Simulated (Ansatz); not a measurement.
## BiHSe (built on the sites of a database entry of YHSe): the cell at rest: bringing the structure to rest

Ansatz 0.2.0; DFT LDA, scalar-relativistic, plane waves, PAW.

The structure was built from a prototype and need not be the compound's stable phase.

It takes space group P-6m2 (No. 187, hexagonal). Conventional cell: a = 3.900 Å, b = 3.900 Å, c = 4.058 Å, α = 90.00°, β = 90.00°, γ = 120.00°. Bi has 3 H at 2.25 Å and 6 Se at 3.03 Å nearest. Nearest to H lie 3 Bi at 2.25 Å. Se has 6 H at 3.03 Å and 6 Bi at 3.03 Å nearest. Farther neighbours and most contacts between anions are not listed.

Relaxation path:

```csv
step,energy less that of the first step (eV),largest force component (eV/Å),pressure (GPa),volume (Å³)
1,0.0000,0.0000,0.15,53.46
2,0.0001,0.0000,-0.19,53.69
3,-0.0001,0.0000,0.00,53.56
4*,-0.0001,0.0000,0.00,53.56
```

Relaxation steps marked * repeat the geometry before them on a plane-wave basis chosen anew for their cell, so energy and pressure can jump there. Relaxation step 2 was tried and not accepted.

Forces are held to the 12 operations that the run works with; a distortion that breaks them can't arise in this run.

```csv
"conventional cell, symmetrised",before,after,change
a (Å),3.900,3.905,+0.1 %
b (Å),3.900,3.905,+0.1 %
c (Å),4.058,4.055,-0.1 %
volume (Å³/atom),17.82,17.85,+0.2 %
```

Final coordinates:

```
Bi H Se
1.0
     3.90542    0.00000    0.00000
    -1.95271    3.38219    0.00000
     0.00000    0.00000    4.05500
Bi H Se
1 1 1
Direct
  0.00000 0.00000 0.00000
  0.33333 0.66667 0.00000
  0.66667 0.33333 0.50000
```

Numbers from this step:

- pressure: 0.001205 GPa
- volume per atom: 17.85 Å³

ELF in the ab plane at fractional z = 0.000, with atoms of Bi and H within 0.2 Å of it. It is the smooth field of the valence electrons, not physical close to the nuclei.

Values in units of 1e-1, 14 rows by 14 columns, each cell a mean:
```
 1.4  2.0  4.0  3.9  3.1  3.3  4.0  3.7  2.9  3.1  4.1  3.8  1.6  1.2
 2.4  3.8  4.0  3.4  4.3  6.6  7.7  6.1  3.9  3.4  4.2  3.8  2.2  1.6
 4.2  4.0  3.5  5.0  8.0  9.5  9.6  7.5  4.4  3.4  4.2  4.4  3.9  3.9
 3.7  3.2  4.7  8.1  9.8 10.0  9.8  7.5  4.1  3.2  3.8  4.3  4.5  4.3
 2.7  3.5  7.2  9.6 10.0 10.0  9.7  6.4  3.2  2.6  3.1  3.4  3.4  3.1
 2.1  4.7  8.6  9.8  9.9  9.6  8.2  3.9  1.9  1.7  2.0  2.1  1.9  1.7
 2.1  4.8  7.8  8.9  8.8  7.5  4.9  1.8  1.0  1.0  1.1  1.1  1.0  1.0
 2.0  3.4  4.6  5.0  4.5  3.2  1.8  0.9  0.7  0.7  0.7  0.7  0.7  1.0
 2.4  3.0  3.3  3.4  3.0  2.3  1.4  0.8  0.6  0.6  0.6  0.7  0.9  1.5
 3.6  3.9  4.0  3.9  3.4  2.6  1.7  0.9  0.7  0.6  0.7  1.0  1.9  2.8
 4.3  4.1  4.2  4.5  4.0  3.0  1.8  0.9  0.7  0.7  1.0  2.0  3.2  4.1
 2.8  2.3  3.1  4.3  4.3  3.0  1.7  0.8  0.7  0.9  1.9  3.2  4.3  4.1
 1.2  1.0  2.3  4.2  4.1  2.7  1.5  0.9  0.9  1.7  3.0  4.2  3.9  2.0
 3.7  1.2  2.8  4.3  3.6  2.3  1.6  1.4  1.6  2.5  3.7  4.3  2.4  1.4
```
Columns run along a (3.9 Å), rows up along b (3.9 Å). Atoms in or near the plane, at fractional coordinates: Bi at (0.00, 0.00), H at (0.33, 0.67).

Electrostatic potential energy in the ab plane at fractional z = 0.000, with atoms of Bi and H within 0.2 Å of it. With pseudopotentials it is smooth inside the atoms' cores, unlike the true potential.

Values in eV, 14 rows by 14 columns, each cell a mean:
```
-87 -73 -34  -5   7  11  12  12  11   5  -9 -42 -79 -89
-67 -41 -11   4   9  11  11  11  10   3 -12 -42 -71 -79
-25  -8   4   9   7   1   4  10   9   3  -9 -27 -42 -42
 -1   6   9   7 -13 -27  -8  10   9   5  -1  -9 -13  -9
  8  10  10  -4 -34 -32  -2  11  11   8   5   3   3   5
 12  12  10  -3 -16  -2  10  12  12  11  10   9  10  11
 13  12  10   7   7  10  12  13  13  12  12  12  12  13
 12  11  10   9  10  11  12  13  13  13  13  13  13  13
  9   7   6   6   8  10  12  13  13  13  13  13  13  11
  0  -5  -7  -3   2   8  11  13  13  13  13  12  10   6
-22 -32 -30 -17  -3   6  10  13  13  13  12  10   4  -5
-62 -69 -57 -30  -7   6  10  13  13  12  10   4 -11 -34
-88 -88 -69 -32  -5   7  11  13  13  11   5  -8 -41 -73
-90 -88 -62 -22   0   9  12  13  12   8  -1 -25 -67 -87
```
Columns run along a (3.9 Å; values clipped at the 3rd and 97th percentile), rows up along b (3.9 Å). Atoms in or near the plane, at fractional coordinates: Bi at (0.00, 0.00), H at (0.33, 0.67).

Valence density in the ab plane at fractional z = 0.000, with atoms of Bi and H within 0.2 Å of it. It is the smooth field of the valence electrons, not physical close to the nuclei.

Ten even steps from '_' (0.1 e/Å³) to '@' (7.8 e/Å³), each cell a mean:
```
%%**::________________--**%%
++--..______________..--++**
::____________________::----
__________..____________..__
________....________________
____________________________
____________________________
____________________________
____________________________
____________________________
..::::..____________________
++++==::________________..::
%%%%++::________________--**
@@%%++..______________::++%%
```
Columns run along a (3.9 Å), rows up along b (3.9 Å). Atoms in or near the plane, at fractional coordinates: Bi at (0.00, 0.00), H at (0.33, 0.67).

Q: Write an input that reproduces this.

The system, level and task follow from the heading and the kind of results. Meshes, cutoffs and thresholds can't be read from the results; these are the ones that the run used.

File input.yaml:

```yaml
crystal:
  lattice:
    - [3.9002343283, 3.3893e-06, 0.0]
    - [-1.9501200993, 3.3777003143, 0.0]
    - [0.0, 0.0, 4.0582451355]
  atoms:
    - { symbol: Bi, position: [0.0, 0.0, 0.0] }
    - { symbol: H, position: [0.3333333333, 0.6666666667, 0.0] }
    - { symbol: Se, position: [0.6666666667, 0.3333333333, 0.5] }
kpoints:
  mp_grid: { grid: [12, 12, 10] }
hamiltonian:
  xc: lda
scf:
  occupations: { method: gaussian, width: 0.1 }
output:
  forces: true
  stress: true
  eigenvalues: true
  write_density: true
  write_potential: true
  elf: true
  volumetric_format: npy
relax:
  adjacent_minimum: "off"
  f_tol: 0.005
  max_steps: 80
  cell: { stress_tol: 0.05 }
```

On the command line:

```
ansatz run input.yaml --threads 4 --pin off --max-ram 7168MiB --backend cpu --events-out ev --progress --plain --runs-dir out
```

[Logs are printed without paths, hosts, clocks, repeated set-up lines and the standing remarks that a program may print on its own settings, such as how far it seeks lower states.]

[Hosts, paths, dates, database ids (printed as entryN), source tags and the programs' standing remarks are cut or masked in the printed files.]
